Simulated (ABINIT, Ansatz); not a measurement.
# Lattice dynamics of SiSnSe3 (Pm-3m) in two programs, part 5 of 6

How does SiSnSe3 (Pm-3m) vibrate, and is this structure a minimum?

ABINIT 10.8.3; DFT LDA, scalar-relativistic, plane waves, HGH norm-conserving pseudopotentials.

So far. Step 6 (Zone-centre response): The acoustic modes at Γ come out as far as 3.2 cm⁻¹ from zero, where they should vanish, a small numerical error. The lowest optical mode is imaginary, 117i cm⁻¹, an instability at this level and on this k mesh. Step 7 (Zone-centre analysis): The rule moves no optical mode by more than 0.2 cm⁻¹. The relaxed cell has a = 4.788 Å (conventional setting).

The structure was built from a prototype and need not be the compound's stable phase.

### 9. Linear response on the mesh

Linear response treats each wavevector in the unit cell, with no supercell; the 2×2×2 mesh fixes the range of the force constants to be had.

Input file dfpt_q.abi:

```
ndtset 3

# wavevectors
qpt1 0.5 0.0 0.0
qpt2 0.5 0.5 0.0
qpt3 0.5 0.5 0.5

# displacements
getwfk_filepath "gso_WFK"
getwfq_filepath "gso_WFK"
kptopt 3
nqpt 1
rfphon 1
rfatpol 1 5
rfdir 1 1 1
tolvrs 1.0d-10
prtwf 0

# basis, mesh and filling
ecut 20.0
ixc 7
ngkpt 6 6 6
nshiftk 1
shiftk 0.0 0.0 0.0
istwfk *1
occopt 6
tsmear 0.01
nband 20
nstep 100
diemac 1000000.0
prtebands 0
prtgsr 0
useylm 1

# cell and atoms
acell 9.048881865 9.048881865 9.048881865
rprim 
    1.0 0.0 0.0
    0.0 1.0 0.0
    0.0 0.0 1.0
ntypat 3
znucl 50 14 34
natom 5
typat 1 2 3 3 3
xred 
    0.0 0.0 0.0
    0.5 0.5 0.5
    0.5 0.5 0.0
    0.5 0.0 0.5
    0.0 0.5 0.5
pp_dirpath "./pseudo"
pseudos "Sn.hgh, Si.hgh, Se.hgh"
```

Started as:

```console
$ OMP_NUM_THREADS=1 mpirun -n 4 abinit dfpt_q.abi > dfpt_q.log
```

Numbers of over 12 decimals in the logs are rounded to 6 here.

dfpt_q.abo, the main output file:

```text
[banners, grids, parts of the stress and lines that vanish by symmetry left out]
- input  file    -> dfpt_q.abi
- output file    -> dfpt_q.abo
- root for input  files -> dfpt_qi
[...]
DATASET    1 : space group Pm -3 m (#221); Bravais cP (primitive cubic)
[...]
nfft =       64000          nkpt =         216
[...]
DATASET    2 : space group Pm -3 m (#221); Bravais cP (primitive cubic)
[...]
nfft =       64000          nkpt =         216
[...]
DATASET    3 : space group Pm -3 m (#221); Bravais cP (primitive cubic)
[...]
nfft =       64000          nkpt =         216
[...]
== DATASET  1 ==================================================================
[...]
cutoff_energies: {ecut:  20.0, pawecutdg:  -1.0, }
[...]
Exchange-correlation functional for the present dataset will be:
  LDA: Perdew-Wang 92 LSD fit to Ceperley-Alder data - ixc=7
[...]
Perturbation : displacement of atom   1   along direction   1
[...]
-ETOT  1   5525.4122820843      5.408E+03 3.438E+00 4.988E+07
 ETOT  2   8716.6765210721      3.191E+03 4.543E+00 7.042E+07
 ETOT  3   119.04838168876     -8.598E+03 5.915E-01 9.812E+05
 ETOT  4   2.246237     -1.168E+02 4.114E-02 2.614E+04
 ETOT  5 -0.429608     -2.676E+00 4.510E-03 3.309E+02
[...]
At SCF step   14       vres2   =  3.74E-11 < tolvrs=  1.00E-10 =>converged.
[...]
Perturbation : displacement of atom   1   along direction   2
[...]
-ETOT  1   17.783064943404     -7.382E+01 1.369E+00 4.977E+04
[...]
At SCF step   11       vres2   =  2.01E-11 < tolvrs=  1.00E-10 =>converged.
[...]
Perturbation : displacement of atom   2   along direction   1
[...]
-ETOT  1   2287.9086450220      2.129E+03 5.082E+00 2.066E+07
[...]
At SCF step   14       vres2   =  3.90E-11 < tolvrs=  1.00E-10 =>converged.
[...]
Perturbation : displacement of atom   2   along direction   2
[...]
-ETOT  1   96.175798302339     -3.720E+01 2.332E+00 2.063E+05
[...]
At SCF step   12       vres2   =  8.69E-11 < tolvrs=  1.00E-10 =>converged.
[...]
Perturbation : displacement of atom   3   along direction   1
[...]
-ETOT  1   4740.3282684360      4.206E+03 1.323E+01 4.514E+07
[...]
Perturbation : displacement of atom   3   along direction   2
[...]
-ETOT  1   219.83679995931     -2.563E+02 9.176E-01 5.022E+05
[...]
Perturbation : displacement of atom   3   along direction   3
[...]
-ETOT  1   320.69587377635     -1.665E+02 9.603E-01 6.807E+05
[...]
Perturbation : displacement of atom   5   along direction   1
[...]
-ETOT  1   15126.519512001      1.458E+04 4.605E+00 1.377E+08
[...]
Perturbation : displacement of atom   5   along direction   2
[...]
-ETOT  1   196.13016288031     -2.800E+02 4.083E+00 4.502E+05
[...]
Phonon wavevector (reduced coordinates) :  0.50000  0.00000  0.00000
 Phonon energies in Hartree :
[...]
Phonon frequencies in cm-1    :
- -1.105823E+02 -9.547116E+01 -9.547116E+01 -8.732261E+01 -8.732261E+01
- -7.189689E+01 -3.566524E+01 -1.177996E+01 -1.177996E+01  4.995267E+01
-  4.995267E+01  1.862272E+02  2.378205E+02  2.378205E+02  2.822422E+02
[...]
== DATASET  2 ==================================================================
[...]
cutoff_energies: {ecut:  20.0, pawecutdg:  -1.0, }
[...]
Exchange-correlation functional for the present dataset will be:
  LDA: Perdew-Wang 92 LSD fit to Ceperley-Alder data - ixc=7
[...]
Perturbation : displacement of atom   1   along direction   1
[...]
-ETOT  1   341.75382671298      2.369E+02 2.918E+00 1.740E+06
[...]
Perturbation : displacement of atom   1   along direction   3
[...]
-ETOT  1   10.503835516251     -8.019E+01 8.073E-01 2.692E+04
[...]
Perturbation : displacement of atom   2   along direction   1
[...]
-ETOT  1   737.99193758678      5.913E+02 4.065E+00 3.346E+06
[...]
Perturbation : displacement of atom   2   along direction   3
[...]
-ETOT  1   82.285697218989     -5.019E+01 9.915E-01 1.599E+05
[...]
Perturbation : displacement of atom   3   along direction   1
[...]
-ETOT  1   1214.8303340670      7.088E+02 1.843E+00 6.083E+06
[...]
Perturbation : displacement of atom   3   along direction   3
[...]
-ETOT  1   283.46392442357     -2.017E+02 1.046E+00 5.493E+05
[...]
Perturbation : displacement of atom   4   along direction   1
[...]
-ETOT  1   1094.4582391065      5.884E+02 1.640E+00 5.420E+06
[...]
Perturbation : displacement of atom   4   along direction   2
[...]
-ETOT  1   2104.1850891540      1.587E+03 1.961E+00 1.009E+07
[...]
Perturbation : displacement of atom   4   along direction   3
[...]
-ETOT  1   172.65099754444     -3.015E+02 9.768E-01 3.617E+05
[...]
Phonon wavevector (reduced coordinates) :  0.50000  0.50000  0.00000
 Phonon energies in Hartree :
[...]
Phonon frequencies in cm-1    :
- -1.242623E+02 -1.164421E+02 -1.164421E+02 -6.383671E+01 -6.383671E+01
- -4.266297E+01 -1.811748E+01 -1.811748E+01  4.952071E+01  8.080059E+01
-  1.812487E+02  2.100510E+02  2.390123E+02  3.068215E+02  3.068215E+02
[...]
== DATASET  3 ==================================================================
[...]
cutoff_energies: {ecut:  20.0, pawecutdg:  -1.0, }
[...]
Exchange-correlation functional for the present dataset will be:
  LDA: Perdew-Wang 92 LSD fit to Ceperley-Alder data - ixc=7
[...]
Perturbation : displacement of atom   1   along direction   1
[...]
-ETOT  1   98.765290518015     -1.399E+00 1.295E+00 3.788E+05
[...]
Perturbation : displacement of atom   2   along direction   1
[...]
-ETOT  1   399.09692172936      2.572E+02 1.675E+00 1.307E+06
[...]
Perturbation : displacement of atom   3   along direction   1
[...]
-ETOT  1   514.44083929168      1.903E+01 1.213E+00 1.806E+06
[...]
At SCF step   11       vres2   =  8.24E-11 < tolvrs=  1.00E-10 =>converged.
[...]
Perturbation : displacement of atom   3   along direction   3
[...]
-ETOT  1   1145.9760141686      6.395E+02 1.546E+00 3.877E+06
[...]
ETOT 10   9.295705     -1.521E-10 1.743E-10 1.360E-09
 ETOT 11   9.295705     -3.638E-12 1.015E-11 5.169E-12
 At SCF step   11       vres2   =  5.17E-12 < tolvrs=  1.00E-10 =>converged.
[...]
Phonon wavevector (reduced coordinates) :  0.50000  0.50000  0.50000
 Phonon energies in Hartree :
[...]
Phonon frequencies in cm-1    :
- -1.105382E+02 -1.105382E+02 -1.105382E+02 -9.844620E+01 -9.844620E+01
- -9.844620E+01  4.247522E+01  4.247522E+01  4.247522E+01  1.797023E+02
-  1.797023E+02  2.222401E+02  3.280101E+02  3.280101E+02  3.280101E+02
[...]
strten2     0.0000000000E+00  0.0000000000E+00  0.0000000000E+00
           strten3     0.0000000000E+00  0.0000000000E+00  0.0000000000E+00
================================================================================
```

Elapsed: 39 min, on 4 MPI ranks of Intel Xeon at 2.70GHz, shared host; 2.6 h of CPU time.

This step gave:

- lowest mode on the q mesh (acoustic ones at the zone centre apart): -124.3 cm⁻¹

Frequencies (cm⁻¹) before the sum rule at the irreducible wavevectors but Γ, which is solved apart; negative means imaginary. Frequencies by wavevector:

| q (fractions) | star | mode 1 | mode 2 | mode 3 | mode 4 | mode 13 | mode 14 | mode 15 |
| --- | --- | --- | --- | --- | --- | --- | --- | --- |
| 0.5 0 0 | 3 | -110.6 | -95.47 | -95.47 | -87.32 | 237.8 | 237.8 | 282.2 |
| 0.5 0.5 0 | 3 | -124.3 | -116.4 | -116.4 | -63.84 | 239 | 306.8 | 306.8 |
| 0.5 0.5 0.5 | 1 | -110.5 | -110.5 | -110.5 | -98.45 | 328 | 328 | 328 |

### 10. Dispersion

anaddb transforms the dynamical matrices to force constants and back along the path; points of the mesh come back as solved, but for the sum rule and, in polar crystals, the LO-TO term at Γ; the rest is interpolation.

Input file anaddb.abi:

```
ddb_filepath "all_DDB"
output_file "anaddb.abo"
outdata_prefix "anaddb"
ifcflag 1
ngqpt 2 2 2
nqshft 1
q1shft 0.0 0.0 0.0
asr 1
chneut 0
dipdip 0
dipquad 0
quadquad 0
enunit 0
eivec 0
nph1l 62
qph1l 
    0.0 0.0 0.0 1.0
    0.0 0.05 0.0 1.0
    0.0 0.1 0.0 1.0
    0.0 0.15 0.0 1.0
    0.0 0.2 0.0 1.0
    0.0 0.25 0.0 1.0
    0.0 0.3 0.0 1.0
    0.0 0.35 0.0 1.0
    0.0 0.4 0.0 1.0
    0.0 0.45 0.0 1.0
    0.0 0.5 0.0 1.0
    0.05 0.5 0.0 1.0
    0.1 0.5 0.0 1.0
    0.15 0.5 0.0 1.0
    0.2 0.5 0.0 1.0
    0.25 0.5 0.0 1.0
    0.3 0.5 0.0 1.0
    0.35 0.5 0.0 1.0
    0.4 0.5 0.0 1.0
    0.45 0.5 0.0 1.0
    0.5 0.5 0.0 1.0
    0.45 0.45 0.0 1.0
    0.4 0.4 0.0 1.0
    0.35 0.35 0.0 1.0
    0.3 0.3 0.0 1.0
    0.25 0.25 0.0 1.0
    0.2 0.2 0.0 1.0
    0.15 0.15 0.0 1.0
    0.1 0.1 0.0 1.0
    0.05 0.05 0.0 1.0
    0.0 0.0 0.0 1.0
    0.05 0.05 0.05 1.0
    0.1 0.1 0.1 1.0
    0.15 0.15 0.15 1.0
    0.2 0.2 0.2 1.0
    0.25 0.25 0.25 1.0
    0.3 0.3 0.3 1.0
    0.35 0.35 0.35 1.0
    0.4 0.4 0.4 1.0
    0.45 0.45 0.45 1.0
    0.5 0.5 0.5 1.0
    0.45 0.5 0.45 1.0
    0.4 0.5 0.4 1.0
    0.35 0.5 0.35 1.0
    0.3 0.5 0.3 1.0
    0.25 0.5 0.25 1.0
    0.2 0.5 0.2 1.0
    0.15 0.5 0.15 1.0
    0.1 0.5 0.1 1.0
    0.05 0.5 0.05 1.0
    0.0 0.5 0.0 1.0
    0.5 0.5 0.5 1.0
    0.5 0.5 0.45 1.0
    0.5 0.5 0.4 1.0
    0.5 0.5 0.35 1.0
    0.5 0.5 0.3 1.0
    0.5 0.5 0.25 1.0
    0.5 0.5 0.2 1.0
    0.5 0.5 0.15 1.0
    0.5 0.5 0.1 1.0
    0.5 0.5 0.05 1.0
    0.5 0.5 0.0 1.0
```

Input file mrgddb.in:

```
all_DDB
merged
4
dfpt_gammao_DDB
dfpt_qo_DS1_DDB
dfpt_qo_DS2_DDB
dfpt_qo_DS3_DDB
```

Started as:

```console
$ mrgddb < mrgddb.in > mrgddb.log
$ OMP_NUM_THREADS=1 anaddb anaddb.abi > anaddb.log
```

anaddb.abo, the main output file:

```text
[banners, grids, parts of the stress and lines that vanish by symmetry left out]
-outvars_anaddb: echo values of input variables ----------------------

 Flags :
[...]
Phonon wavevector (reduced coordinates) :  0.00000  0.00000  0.00000
 Phonon energies in Hartree :
[...]
Phonon frequencies in cm-1    :
- -1.167705E+02 -1.167705E+02 -1.167705E+02 -7.389831E+01 -7.389831E+01
- -7.389831E+01 -5.086238E+01 -5.086238E+01 -5.086238E+01  0.000000E+00
-  0.000000E+00  0.000000E+00  2.349202E+02  2.349202E+02  2.349202E+02
[...]
Phonon wavevector (reduced coordinates) :  0.00000  0.05000  0.00000
 Phonon energies in Hartree :
[...]
Phonon frequencies in cm-1    :
- -1.164263E+02 -1.164263E+02 -1.155072E+02 -7.501299E+01 -7.393229E+01
- -7.393229E+01 -5.022115E+01 -5.022115E+01 -4.416906E+01  6.272066E+00
-  6.272066E+00  1.964300E+01  2.349875E+02  2.349875E+02  2.357081E+02
[...]
Phonon wavevector (reduced coordinates) :  0.00000  0.10000  0.00000
 Phonon energies in Hartree :
[...]
Phonon frequencies in cm-1    :
- -1.154105E+02 -1.154105E+02 -1.122235E+02 -7.815794E+01 -7.410573E+01
- -7.410573E+01 -4.828119E+01 -4.828119E+01 -3.273964E+01  1.259460E+01
-  1.259460E+01  5.033688E+01  2.351837E+02  2.351837E+02  2.380693E+02
[...]
Phonon wavevector (reduced coordinates) :  0.00000  0.15000  0.00000
 Phonon energies in Hartree :
[...]
Phonon frequencies in cm-1    :
- -1.137724E+02 -1.137724E+02 -1.077710E+02 -8.281880E+01 -7.458082E+01
- -7.458082E+01 -4.504401E+01 -4.504401E+01 -2.723338E+01  1.898672E+01
-  1.898672E+01  8.344414E+01  2.354919E+02  2.354919E+02  2.419914E+02
[...]
Phonon wavevector (reduced coordinates) :  0.00000  0.20000  0.00000
 Phonon energies in Hartree :
[...]
Phonon frequencies in cm-1    :
- -1.115882E+02 -1.115882E+02 -1.026010E+02 -8.834236E+01 -7.550466E+01
- -7.550466E+01 -4.062995E+01 -4.062995E+01 -2.438927E+01  2.540430E+01
[...]
Phonon wavevector (reduced coordinates) :  0.00000  0.25000  0.00000
 Phonon energies in Hartree :
[...]
Phonon frequencies in cm-1    :
[...]
Phonon wavevector (reduced coordinates) :  0.00000  0.30000  0.00000
 Phonon energies in Hartree :
[...]
Phonon frequencies in cm-1    :
[...]
Phonon wavevector (reduced coordinates) :  0.00000  0.35000  0.00000
 Phonon energies in Hartree :
[...]
Phonon frequencies in cm-1    :
[...]
Phonon wavevector (reduced coordinates) :  0.00000  0.40000  0.00000
 Phonon energies in Hartree :
[...]
Phonon frequencies in cm-1    :
[...]
Phonon wavevector (reduced coordinates) :  0.00000  0.45000  0.00000
 Phonon energies in Hartree :
[...]
Phonon frequencies in cm-1    :
[...]
Phonon wavevector (reduced coordinates) :  0.00000  0.50000  0.00000
 Phonon energies in Hartree :
[...]
Phonon frequencies in cm-1    :
[...]
Phonon wavevector (reduced coordinates) :  0.05000  0.50000  0.00000
 Phonon energies in Hartree :
[...]
Phonon frequencies in cm-1    :
[...]
Phonon wavevector (reduced coordinates) :  0.10000  0.50000  0.00000
 Phonon energies in Hartree :
[...]
Phonon frequencies in cm-1    :
[...]
Phonon wavevector (reduced coordinates) :  0.15000  0.50000  0.00000
 Phonon energies in Hartree :
[...]
Phonon frequencies in cm-1    :
[...]
Phonon wavevector (reduced coordinates) :  0.25000  0.25000  0.25000
 Phonon energies in Hartree :
[...]
Phonon frequencies in cm-1    :
[...]
-  1.481232E+02  1.691109E+02  2.642401E+02  2.642401E+02  2.683986E+02
  Phonon wavevector (reduced coordinates) :  0.30000  0.30000  0.30000
 Phonon energies in Hartree :
[...]
Phonon frequencies in cm-1    :
- -1.091040E+02 -1.072536E+02 -1.072536E+02 -8.997611E+01 -8.997611E+01
- -7.346498E+01 -2.875384E+01  4.248932E+01  4.248932E+01  1.644518E+02
-  1.644518E+02  1.920431E+02  2.806867E+02  2.806867E+02  2.836017E+02
  Phonon wavevector (reduced coordinates) :  0.35000  0.35000  0.35000
 Phonon energies in Hartree :
[...]
Phonon frequencies in cm-1    :
- -1.108083E+02 -1.082198E+02 -1.082198E+02 -9.301572E+01 -9.301572E+01
- -8.318019E+01  2.258684E+01  4.376381E+01  4.376381E+01  1.735748E+02
[...]
Phonon wavevector (reduced coordinates) :  0.40000  0.40000  0.40000
 Phonon energies in Hartree :
[...]
Phonon frequencies in cm-1    :
[...]
Phonon wavevector (reduced coordinates) :  0.45000  0.45000  0.45000
 Phonon energies in Hartree :
[...]
Phonon frequencies in cm-1    :
[...]
Phonon wavevector (reduced coordinates) :  0.50000  0.50000  0.50000
 Phonon energies in Hartree :
[...]
Phonon frequencies in cm-1    :
[...]
Phonon wavevector (reduced coordinates) :  0.50000  0.50000  0.05000
 Phonon energies in Hartree :
[...]
Phonon frequencies in cm-1    :
[...]
Phonon wavevector (reduced coordinates) :  0.50000  0.50000  0.00000
 Phonon energies in Hartree :
[...]
Phonon frequencies in cm-1    :
[...]
- -4.266518E+01 -1.819477E+01 -1.819477E+01  4.936539E+01  8.075943E+01
-  1.811910E+02  2.100012E+02  2.389910E+02  3.068278E+02  3.068278E+02
-
```

Run time: 0.87 s. Hardware: 1 thread.

This step gave:

* lowest frequency on the path: -124.3 cm⁻¹

Anaddb. The phonon branches at the labelled points (cm⁻¹):

| point | branch 1 | branch 2 | branch 3 | branch 4 | branch 12 | branch 13 | branch 14 | branch 15 |
| --- | --- | --- | --- | --- | --- | --- | --- | --- |
| Γ | -117 | -117 | -117 | -74 | 0 | 235 | 235 | 235 |
| halfway | -109 | -109 | -97 | -94 | 137 | 236 | 236 | 254 |
| X | -111 | -96 | -96 | -87 | 186 | 238 | 238 | 282 |
| halfway | -119 | -108 | -103 | -84 | 194 | 238 | 267 | 295 |
| M | -124 | -116 | -116 | -64 | 210 | 239 | 307 | 307 |
| halfway | -113 | -103 | -100 | -93 | 154 | 237 | 259 | 262 |
| Γ | -117 | -117 | -117 | -74 | 0 | 235 | 235 | 235 |
| halfway | -107 | -107 | -105 | -87 | 169 | 264 | 264 | 268 |
| R | -111 | -111 | -111 | -98 | 222 | 328 | 328 | 328 |
| halfway | -116 | -110 | -98 | -94 | 199 | 270 | 273 | 306 |
| X | -111 | -96 | -96 | -87 | 186 | 238 | 238 | 282 |
| jump to R | -111 | -111 | -111 | -98 | 222 | 328 | 328 | 328 |
| halfway | -118 | -111 | -111 | -88 | 213 | 276 | 318 | 318 |
| M | -124 | -116 | -116 | -64 | 210 | 239 | 307 | 307 |

The path dips to 124i cm⁻¹.

### 11. Sums over the zone

Sums over the zone need many more wavevectors than were solved, so the interpolation is sampled on a dense mesh.

Input file anaddb.abi:

```
ddb_filepath "all_DDB"
output_file "anaddb.abo"
outdata_prefix "anaddb"
ifcflag 1
ngqpt 2 2 2
nqshft 1
q1shft 0.0 0.0 0.0
asr 1
chneut 0
dipdip 0
dipquad 0
quadquad 0
prtdos 2
ng2qpt 9 9 9
dosdeltae 4.5563e-06
ntemper 11
temperinc 100.0
tempermin 0.0
```

Started as:

```console
$ OMP_NUM_THREADS=1 anaddb anaddb.abi > anaddb.log
```

anaddb.abo, the main output file:

```text
-outvars_anaddb: echo values of input variables ----------------------

 Flags :
     ifcflag         1
 Miscellaneous information :
         asr         1
      chneut         0
 Interatomic Force Constants Inputs :
      dipdip         0
     dipquad         0
    quadquad         0
      ifcana         0
      ifcout         0
 Description of grid 1 :
        brav         1
       ngqpt         2         2         2
      nqshft         1
      q1shft
                     0.00000000E+00  0.00000000E+00  0.00000000E+00
 Phonon DOS information :
   dosdeltae  4.55630000E-06
    dossmear  4.55633525E-06
 Description of grid 2 (Fourier interp. or BZ sampling):
      ng2qpt         9         9         9
      ngrids         4
      q2shft         0.00000000E+00  0.00000000E+00  0.00000000E+00

================================================================================

 read the DDB information and perform some checks

  ==== Info on the Cryst% object ====
 Real(R)+Recip(G) space primitive vectors, cartesian coordinates (Bohr,Bohr^-1):
 R(1)=  9.0488819  0.0000000  0.0000000  G(1)=  0.1105109  0.0000000  0.0000000
 R(2)=  0.0000000  9.0488819  0.0000000  G(2)=  0.0000000  0.1105109  0.0000000
 R(3)=  0.0000000  0.0000000  9.0488819  G(3)=  0.0000000  0.0000000  0.1105109
 Unit cell volume ucvol=  7.4094292E+02 bohr^3
 Angles (23,13,12)=  9.00000000E+01  9.00000000E+01  9.00000000E+01 degrees
 Time-reversal symmetry is present
 Reduced atomic positions [iatom, xred, symbol]:
    1)    0.0000000  0.0000000  0.0000000  Sn
    2)    0.5000000  0.5000000  0.5000000  Si
    3)    0.5000000  0.5000000  0.0000000  Se
    4)    0.5000000  0.0000000  0.5000000  Se
    5)    0.0000000  0.5000000  0.5000000  Se

 DDB file with 4 blocks has been read.

================================================================================

 Calculation of the interatomic forces

       Homogeneous q point set in the B.Z.
 Grid q points  :        8
  1)   0.00000000E+00  0.00000000E+00  0.00000000E+00
  2)   5.00000000E-01  0.00000000E+00  0.00000000E+00
  3)   0.00000000E+00  5.00000000E-01  0.00000000E+00
  4)   5.00000000E-01  5.00000000E-01  0.00000000E+00
  5)   0.00000000E+00  0.00000000E+00  5.00000000E-01
  6)   5.00000000E-01  0.00000000E+00  5.00000000E-01
  7)   0.00000000E+00  5.00000000E-01  5.00000000E-01
  8)   5.00000000E-01  5.00000000E-01  5.00000000E-01

 The interatomic forces have been obtained

================================================================================

 Calculation of phonon density of states

 Average speed of sound partial sums:     0.2285925192E-02 (at units)
-                                   =           5.0009 [km/s]

 Debye frequency from partial sums:     0.9846549828E-03 (Ha)
-                                 =     0.6478718557E+01 (THz)
-Debye temperature from partial sums:     0.3109294516E+03 (K)

 Average speed of sound:     0.5251190685E-04 (at units)
-                      =           0.1149 [km/s]

 Debye frequency from DOS:     0.2261933633E-04 (Ha)
-                        =     0.1488280836E+00 (THz)
-Debye temperature from DOS:     0.7142621491E+01 (K)

-
```

The job ended after 1.2 s (1 thread).

This step gave:

```
share of modes beyond 3i cm⁻¹ on the dense interpolated mesh : 0.4784
```

The phonon density of states has structure finer than the step of the table below, so its rows give means over 20 cm⁻¹, whole bins alone (the curve runs from -154 to 356 cm⁻¹). Peaks (cm⁻¹: height): -109.3: 0.208, -88.3: 0.163, -79.3: 0.110, 46.7: 0.0646, 178.7: 0.0914, 238.7: 0.102.

Tetrahedra. Phonon density of states against wavenumber; means over each step:

wavenumber (cm⁻¹), phonon density of states (1/cm⁻¹/cell) and a bar:
```
     -140      0.000 
     -120      0.063 #################
     -100      0.110 ##############################
      -80      0.093 #########################
      -60      0.027 #######
      -40      0.037 ##########
      -20      0.025 #######
        0      0.023 ######
       20      0.032 #########
       40      0.046 ############
       60      0.011 ###
       80      0.016 ####
      100      0.014 ####
      120      0.012 ###
      140      0.016 ####
      160      0.022 ######
      180      0.038 ##########
      200      0.020 ######
      220      0.004 #
      240      0.048 #############
      260      0.033 #########
      280      0.031 ########
      300      0.030 ########
      320      0.008 ##
      340      0.000
```

[end of part 5 of 6]

[Host names and launcher messages were left out of these logs when they were recorded.]

[Logs are printed without paths, hosts, clocks, repeated set-up lines and the standing remarks that a program may print on its own settings, such as how far it seeks lower states.]

[Hosts, paths, dates, database ids (printed as entryN), source tags and the programs' standing remarks are cut or masked in the printed files.]
